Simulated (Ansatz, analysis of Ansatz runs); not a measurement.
# Migration in Al3GaN4 (Pm): V_Al hop (3.1 Å), charge −3, part 3 of 4

How high is the barrier when Al changes place in Al3GaN4 (Pm)? The case: V_Al hop (3.1 Å), charge −3, in a cell of 96 host atoms with 1 Al taken out.

Ansatz 0.2.0; plane-wave PAW DFT, PBEsol; nudged elastic band between two relaxed defect structures at fixed charge in a uniform background.

So far: Starting point; Relaxation of the start point, charge −3; Relaxation of the end point, charge −3.

### 4. Nudged elastic band, charge −3

5 movable images are laid between the ends on a pair-potential path, which keeps atoms from colliding in the first guess. Each image feels the true force across the path and a spring force along it. The highest image is set to climb to the top of the path.

This step: plane-wave PAW DFT, PBEsol; nudged elastic band between two relaxed defect structures at fixed charge in a uniform background.

Input file qm3.neb/input.yaml:

```yaml
crystal:
  lattice:
    - [10.08692303, 0.0, 0.00025291]
    - [0.0, 9.39015873, 0.0]
    - [-0.00644803, 0.0, 10.83602103]
  atoms:
    - { symbol: Al, position: [0.249543, 0.16654633, 0.08274357] }
    - { symbol: Al, position: [-0.00043016, 0.16660779, 0.41802037] }
    - { symbol: Al, position: [-0.00040797, 3.741e-05, 0.1656089] }
    - { symbol: Ga, position: [0.25030203, -2.001e-05, 0.33372167] }
    - { symbol: "N", position: [0.05565899, 0.00115832, 0.33204579] }
    - { symbol: "N", position: [0.0606147, 0.16657251, 0.08278677] }
    - { symbol: "N", position: [0.31270598, 0.16660458, 0.42045854] }
    - { symbol: "N", position: [0.31041641, 0.00083374, 0.16293369] }
    - { symbol: Al, position: [0.25178322, 0.16654097, 0.58475984] }
    - { symbol: Al, position: [8.762e-05, 0.16661755, 0.91611005] }
    - { symbol: Al, position: [0.00043428, 0.00019414, 0.66505151] }
    - { symbol: Ga, position: [0.25113502, -0.00137552, 0.83231083] }
    - { symbol: "N", position: [0.05663298, 1.61e-05, 0.83311776] }
    - { symbol: "N", position: [0.06252617, 0.16657201, 0.58307312] }
    - { symbol: "N", position: [0.31231499, 0.16662155, 0.91999726] }
    - { symbol: "N", position: [0.31180108, 0.00031831, 0.66345566] }
    - { symbol: Al, position: [0.25071832, 0.49985387, 0.08338099] }
    - { symbol: Al, position: [0.00043044, 0.49933941, 0.41691089] }
    - { symbol: Al, position: [-0.00039311, 0.33312723, 0.16559928] }
    - { symbol: Ga, position: [0.25029909, 0.33316084, 0.3336967] }
    - { symbol: "N", position: [0.05567269, 0.33202366, 0.33204588] }
    - { symbol: "N", position: [0.06155118, 0.49944865, 0.08434028] }
    - { symbol: "N", position: [0.3127556, 0.4992631, 0.41878509] }
    - { symbol: "N", position: [0.31042962, 0.33225898, 0.16291993] }
    - { symbol: Al, position: [0.25214186, 0.50122303, 0.58436055] }
    - { symbol: Al, position: [0.00017882, 0.5006648, 0.91706116] }
    - { symbol: Al, position: [0.00047356, 0.33297204, 0.66503542] }
    - { symbol: Ga, position: [0.25115338, 0.33449966, 0.83230568] }
    - { symbol: "N", position: [0.05666314, 0.33320523, 0.83310989] }
    - { symbol: "N", position: [0.06031518, 0.49459137, 0.58024066] }
    - { symbol: "N", position: [0.31338905, 0.49874509, 0.92159687] }
    - { symbol: "N", position: [0.31179678, 0.33276423, 0.6634672] }
    - { symbol: Al, position: [0.25069222, 0.83324678, 0.08339329] }
    - { symbol: Al, position: [0.00044368, 0.83385963, 0.41691923] }
    - { symbol: Al, position: [6.665e-05, 0.66658414, 0.16564723] }
    - { symbol: Ga, position: [0.25128748, 0.66656431, 0.33393835] }
    - { symbol: "N", position: [0.056644, 0.66659655, 0.33235152] }
    - { symbol: "N", position: [0.06152703, 0.8337119, 0.08434594] }
    - { symbol: "N", position: [0.3127535, 0.83393026, 0.41881863] }
    - { symbol: "N", position: [0.31173142, 0.66655288, 0.16275586] }
    - { symbol: Al, position: [0.25210643, 0.83186829, 0.5843843] }
    - { symbol: Al, position: [0.00016936, 0.83256996, 0.91706416] }
    - { symbol: Al, position: [0.013116, 0.66658141, 0.66542736] }
    - { symbol: Ga, position: [0.25514027, 0.666552, 0.83134608] }
    - { symbol: "N", position: [0.05583553, 0.66661869, 0.8375323] }
    - { symbol: "N", position: [0.06027967, 0.83857132, 0.58025554] }
    - { symbol: "N", position: [0.31334635, 0.83449858, 0.92160712] }
    - { symbol: "N", position: [0.27951087, 0.66654227, 0.66309323] }
    - { symbol: Al, position: [0.74942889, 0.16655025, 0.08332641] }
    - { symbol: Al, position: [0.50185327, 0.16660896, 0.42037756] }
    - { symbol: Al, position: [0.49992271, 0.0012997, 0.16583029] }
    - { symbol: Ga, position: [0.74695629, -0.0011485, 0.33438721] }
    - { symbol: "N", position: [0.55392125, 0.00225025, 0.33071575] }
    - { symbol: "N", position: [0.56069283, 0.16657373, 0.08198016] }
    - { symbol: "N", position: [0.81162061, 0.1665969, 0.42069331] }
    - { symbol: "N", position: [0.81119945, 0.00011644, 0.16324155] }
    - { symbol: Al, position: [0.74684543, 0.16653626, 0.58517584] }
    - { symbol: Al, position: [0.50060235, 0.16662156, 0.91558634] }
    - { symbol: Al, position: [0.50279917, -0.00529075, 0.664108] }
    - { symbol: Ga, position: [0.74924553, -0.00086754, 0.83221092] }
    - { symbol: "N", position: [0.55562358, 0.0003728, 0.83394555] }
    - { symbol: "N", position: [0.55920447, 0.16655142, 0.58652717] }
[... 2 lines left out ...]
    - { symbol: Al, position: [0.74856018, 0.4998323, 0.08190947] }
    - { symbol: Al, position: [0.50267309, 0.50015072, 0.42107157] }
    - { symbol: Al, position: [0.49993289, 0.33186271, 0.16583035] }
    - { symbol: Ga, position: [0.74695301, 0.33428205, 0.33437758] }
[... 4 lines left out ...]
    - { symbol: Al, position: [0.74755826, 0.50171047, 0.58404376] }
    - { symbol: Al, position: [0.50260783, 0.50258053, 0.91632965] }
    - { symbol: Al, position: [0.50279614, 0.33843536, 0.66410855] }
    - { symbol: Ga, position: [0.74927474, 0.33400988, 0.83220308] }
[... 7 lines left out ...]
    - { symbol: Ga, position: [0.74847191, 0.66656031, 0.33307493] }
[... 6 lines left out ...]
    - { symbol: Ga, position: [0.74519113, 0.6665726, 0.82903659] }
[... 4 lines left out ...]
total_charge: -3
basis:
  ecutwfc: 420
  xc_grid: 2
hamiltonian:
  xc: pbesol
kpoints:
  mp_grid: { grid: [1, 1, 1], shift: [0.25, 0.25, 0.25] }
scf:
  occupations: { method: fixed }
  max_iter: 100
output:
  forces: true
neb:
  images: 5
  f_tol: 0.04
  climbing: true
  initial_path: idpp
  max_iterations: 45
  order_check: false
  final_atoms:
[... 3 lines left out ...]
    - { symbol: Ga, position: [0.24927384, 3.914e-05, 0.33406597] }
[... 7 lines left out ...]
    - { symbol: Ga, position: [0.24913775, 5.652e-05, 0.83195954] }
[... 7 lines left out ...]
    - { symbol: Ga, position: [0.24953238, 0.33321503, 0.33254919] }
[... 7 lines left out ...]
    - { symbol: Ga, position: [0.2499335, 0.33304888, 0.8331677] }
[... 7 lines left out ...]
    - { symbol: Ga, position: [0.24950547, 0.66680873, 0.33255029] }
[... 7 lines left out ...]
    - { symbol: Ga, position: [0.24992861, 0.66705394, 0.83318668] }
[... 7 lines left out ...]
    - { symbol: Ga, position: [0.74983764, 3.008e-05, 0.33461536] }
[... 7 lines left out ...]
    - { symbol: Ga, position: [0.75178626, 8.355e-05, 0.82984855] }
[... 7 lines left out ...]
    - { symbol: Ga, position: [0.75102621, 0.33713005, 0.33594943] }
[... 4 lines left out ...]
    - { symbol: Al, position: [0.50321417, 0.66411549, 0.66454281] }
    - { symbol: Al, position: [0.50225209, 0.50013138, 0.91634677] }
    - { symbol: Al, position: [0.50324025, 0.33612643, 0.664539] }
    - { symbol: Ga, position: [0.75209689, 0.33470071, 0.82817151] }
[... 4 lines left out ...]
    - { symbol: Al, position: [0.74970474, 0.83431825, 0.08327262] }
    - { symbol: Al, position: [0.50178731, 0.83233954, 0.41795481] }
    - { symbol: Al, position: [0.50140998, 0.66681404, 0.16595907] }
    - { symbol: Ga, position: [0.7510405, 0.66293787, 0.33592168] }
    - { symbol: "N", position: [0.55534927, 0.66748336, 0.33189632] }
    - { symbol: "N", position: [0.56026399, 0.83437775, 0.08355712] }
    - { symbol: "N", position: [0.81247551, 0.83377826, 0.41920229] }
    - { symbol: "N", position: [0.8105154, 0.66918575, 0.16049887] }
    - { symbol: Al, position: [0.75165425, 0.82854129, 0.58483058] }
    - { symbol: Al, position: [0.50157626, 0.83339387, 0.91645783] }
    - { symbol: Ga, position: [0.75207647, 0.66547329, 0.82823253] }
    - { symbol: "N", position: [0.55582703, 0.66729924, 0.83415371] }
    - { symbol: "N", position: [0.56111506, 0.8338217, 0.58303086] }
    - { symbol: "N", position: [0.81129343, 0.83562382, 0.92200155] }
    - { symbol: "N", position: [0.8199845, 0.68343642, 0.67170246] }
```

Run with:

```console
ansatz run input.yaml --threads 32 --pin off --max-ram 84787MiB --backend cuda --events-out ev --progress --plain --runs-dir out --max-vram 78GiB
```

Numbers of over 12 decimals in the logs are rounded to 6 here.

The program printed:

```text
[...]
Warning: neb: disabling space-group detection — the band's intermediate images generally break the endpoint symmetry, so the full k-mesh is solved, and no spatial operation symmetrises the density, except that a semilocal band can use its path's symmetry [...]
[...]
parallel-image band execution: 3 concurrent image workers
NEB image 0
[...]
Crystal: 95 atoms, lattice volume = 1026.364 Å³
Basis set: ecut = 420 eV, 20007 PW (Γ), exchange–correlation on 144×128×150 points (8 copies of the dense FFT grid, shifted against one another)
Bands: 347, of which v1, the nominal top of the filled ones, is band 252 counted from 1 (251 counted from 0)
Symmetry: 1 space group operations
k-points: 1
[...]
SCF iter   1: F=—  HF=-81530.796489 eV  |F-HF|=—  |Δ(HF+E_count)|=         —  Δρ=2.34e-2  dr2=5.06e0  ethr=1.77e-3  ⟨swp⟩=5.0  Hψ=1155  notcnv=0  defer=93
[...]
SCF iter   2: F=—  HF=-81529.198359 eV  |F-HF|=—  |Δ(HF+E_count)|=    1.60e0  Δρ=5.15e-3  dr2=3.76e-1  ethr=1.00e-3  ⟨swp⟩=2.0  Hψ=568  notcnv=0  defer=91
[...]
SCF iter  11: F=-81529.001769 eV  HF=-81529.001769 eV  |F-HF|=6.56e-9  |Δ(HF+E_count)|=   2.80e-8  Δρ=1.04e-6  dr2=1.53e-8  ethr=1.98e-11  ⟨swp⟩=4.0  Hψ=999  notcnv=0
SCF 1 converged in 11 iterations: F = -81529.001769 eV  dr2 = 1.53e-8
[...]
NSCF: frozen V_eff on 1 k-points
NEB image 6
[...]
SCF 2 converged in 10 iterations: F = -81528.831210 eV  dr2 = 8.50e-8
[...]
NEB end point (image 0): max|allowed force component| = 1.942e-2 eV/Å (the criterion of neb.relax_end_points is 1.000e-2)
[...]
SCF 3 converged in 10 iterations: F = -81527.568384 eV  dr2 = 7.99e-8
[...]
SCF 6 converged in 10 iterations: F = -81525.435808 eV  dr2 = 3.76e-8
[...]
SCF 9 converged in 9 iterations: F = -81526.401852 eV  dr2 = 1.84e-8
[...]
SCF 12 converged in 9 iterations: F = -81528.048326 eV  dr2 = 8.87e-9
[...]
SCF 15 converged in 9 iterations: F = -81526.454398 eV  dr2 = 3.83e-8
[...]
SCF 18 converged in 8 iterations: F = -81528.335780 eV  dr2 = 1.71e-8
[...]
SCF 21 converged in 8 iterations: F = -81527.826748 eV  dr2 = 2.97e-8
[...]
SCF 24 converged in 7 iterations: F = -81526.724868 eV  dr2 = 4.67e-8
[...]
SCF 27 converged in 7 iterations: F = -81528.214105 eV  dr2 = 2.65e-8
[...]
SCF 30 converged in 8 iterations: F = -81527.101536 eV  dr2 = 3.69e-8
[...]
SCF 33 converged in 7 iterations: F = -81528.000521 eV  dr2 = 1.95e-8
[...]
SCF 36 converged in 7 iterations: F = -81527.939554 eV  dr2 = 1.85e-8
[...]
SCF 39 converged in 6 iterations: F = -81526.486704 eV  dr2 = 3.35e-8
[...]
SCF 42 converged in 6 iterations: F = -81528.277624 eV  dr2 = 1.14e-8
[...]
SCF 45 converged in 6 iterations: F = -81527.215935 eV  dr2 = 3.27e-8
[...]
SCF 48 converged in 6 iterations: F = -81527.971627 eV  dr2 = 6.34e-9
[...]
SCF 51 converged in 4 iterations: F = -81527.935351 eV  dr2 = 7.24e-8
[...]
SCF 54 converged in 5 iterations: F = -81527.962322 eV  dr2 = 8.74e-8
[...]
SCF 57 converged in 4 iterations: F = -81527.934864 eV  dr2 = 2.38e-8
[...]
- { symbol: N, position: [0.313612, 0.832176, 0.419571] }
    - { symbol: N, position: [0.311613, 0.665687, 0.162070] }
    - { symbol: Al, position: [0.248545, 0.829041, 0.583864] }
    - { symbol: Al, position: [0.002796, 0.834435, 0.917993] }
    - { symbol: Al, position: [0.008994, 0.665101, 0.665352] }
    - { symbol: Ga, position: [0.252854, 0.664397, 0.829971] }
    - { symbol: N, position: [0.054160, 0.666977, 0.837666] }
    - { symbol: N, position: [0.057372, 0.839036, 0.580879] }
    - { symbol: N, position: [0.315411, 0.831194, 0.920185] }
    - { symbol: N, position: [0.281867, 0.665544, 0.662568] }
    - { symbol: Al, position: [0.749847, 0.168273, 0.085330] }
    - { symbol: Al, position: [0.500789, 0.164427, 0.418393] }
    - { symbol: Al, position: [0.500380, -0.001761, 0.165258] }
    - { symbol: Ga, position: [0.747938, 0.004306, 0.334273] }
    - { symbol: N, position: [0.554103, -0.002151, 0.332004] }
    - { symbol: N, position: [0.560895, 0.163710, 0.081903] }
    - { symbol: N, position: [0.811043, 0.170413, 0.421488] }
    - { symbol: N, position: [0.811676, 0.002056, 0.164859] }
    - { symbol: Al, position: [0.748724, 0.176143, 0.586814] }
    - { symbol: Al, position: [0.501650, 0.162556, 0.914934] }
    - { symbol: Al, position: [0.507211, -0.018213, 0.661873] }
    - { symbol: Ga, position: [0.751477, 0.002715, 0.833379] }
    - { symbol: N, position: [0.557536, -0.004550, 0.831513] }
    - { symbol: N, position: [0.559963, 0.156551, 0.583970] }
    - { symbol: N, position: [0.813180, 0.167304, 0.923894] }
    - { symbol: N, position: [0.815881, 0.010043, 0.665528] }
    - { symbol: Al, position: [0.749115, 0.499892, 0.084110] }
    - { symbol: Al, position: [0.495310, 0.494688, 0.413165] }
    - { symbol: Al, position: [0.499908, 0.330086, 0.164008] }
    - { symbol: Ga, position: [0.746993, 0.342426, 0.340187] }
    - { symbol: N, position: [0.553216, 0.328049, 0.329214] }
    - { symbol: N, position: [0.560372, 0.496249, 0.083983] }
    - { symbol: N, position: [0.806140, 0.510135, 0.421003] }
    - { symbol: N, position: [0.809906, 0.334270, 0.165720] }
    - { symbol: Al, position: [0.667007, 0.597395, 0.607346] }
    - { symbol: Al, position: [0.503641, 0.499803, 0.913200] }
    - { symbol: Al, position: [0.499544, 0.326527, 0.665205] }
    - { symbol: Ga, position: [0.750809, 0.334784, 0.831179] }
    - { symbol: N, position: [0.555448, 0.328920, 0.833443] }
    - { symbol: N, position: [0.538267, 0.479673, 0.573326] }
    - { symbol: N, position: [0.815664, 0.498577, 0.923380] }
    - { symbol: N, position: [0.812621, 0.329800, 0.669908] }
    - { symbol: Al, position: [0.749722, 0.836117, 0.084038] }
    - { symbol: Al, position: [0.503422, 0.827702, 0.419594] }
    - { symbol: Al, position: [0.500945, 0.664905, 0.163366] }
    - { symbol: Ga, position: [0.749281, 0.669234, 0.331622] }
    - { symbol: N, position: [0.553860, 0.663844, 0.329801] }
    - { symbol: N, position: [0.561220, 0.833338, 0.083437] }
    - { symbol: N, position: [0.816622, 0.838317, 0.415384] }
    - { symbol: N, position: [0.811595, 0.669065, 0.160265] }
    - { symbol: Al, position: [0.763328, 0.848694, 0.581848] }
    - { symbol: Al, position: [0.504753, 0.824923, 0.912594] }
    - { symbol: Ga, position: [0.754971, 0.670657, 0.840530] }
    - { symbol: N, position: [0.568013, 0.661504, 0.841288] }
    - { symbol: N, position: [0.580922, 0.824271, 0.575017] }
    - { symbol: N, position: [0.817011, 0.840586, 0.924006] }
    - { symbol: N, position: [0.817366, 0.683515, 0.669594] }
```

It took 23 s on 1 × NVIDIA GB200 with 32 threads of Arm Neoverse V2, shared host; peak memory 2.1 GiB; 1.8 min of CPU time.

Images along the path:

| image | path (Å) | energy (eV) | Al73: x, y, z (Å) |
| --- | --- | --- | --- |
| 0 | 0.000 | 0.0000 | 7.537, 4.711, 6.329 |
| 1 | 0.756 | 1.0394 | 7.179, 5.087, 6.423 |
| 2 | 1.514 | 2.5114 | 6.724, 5.610, 6.581 |
| 3 | 2.082 | 1.7962 | 6.378, 5.869, 6.887 |
| 4 | 2.649 | 1.0669 | 6.018, 6.072, 7.105 |
| 5 | 3.216 | 0.7269 | 5.521, 6.160, 7.159 |
| 6 | 3.783 | 0.1706 | 5.072, 6.236, 7.201 |

Numbers from this step:

```yaml
free_energy: -81526.4904 eV
barrier_forward: 2.511 eV
barrier_backward: 2.341 eV
end_less_start: 0.1706 eV
hop_length: 3.027 Å
```

Track of the atom that was set to move:

| image | x (Å) | y (Å) | z (Å) | nearest neighbour | distance (Å) |
| --- | --- | --- | --- | --- | --- |
| 0 | 7.537 | 4.711 | 6.329 | N | 1.808 |
| 1 | 7.179 | 5.087 | 6.423 | N | 1.778 |
| 2 | 6.724 | 5.61 | 6.581 | N | 1.745 |
| 3 | 6.378 | 5.869 | 6.887 | N | 1.759 |
| 4 | 6.018 | 6.072 | 7.105 | N | 1.778 |
| 5 | 5.521 | 6.16 | 7.159 | N | 1.778 |
| 6 | 5.072 | 6.236 | 7.201 | N | 1.8 |

The band met its tolerance of 0.04 eV/Å after 12 iterations, with image 2 on top (the start counts as 0). Al73, which moves farthest between the ends, has 4 N at 1.81 to 1.93 Å nearest at the start and 2 N at 1.74 to 1.85 Å at the top.

[end of part 3 of 4]

[Logs are printed without paths, hosts, clocks, repeated set-up lines and the standing remarks that a program may print on its own settings, such as how far it seeks lower states.]

[Hosts, paths, dates, database ids (printed as entryN), source tags and the programs' standing remarks are cut or masked in the printed files.]
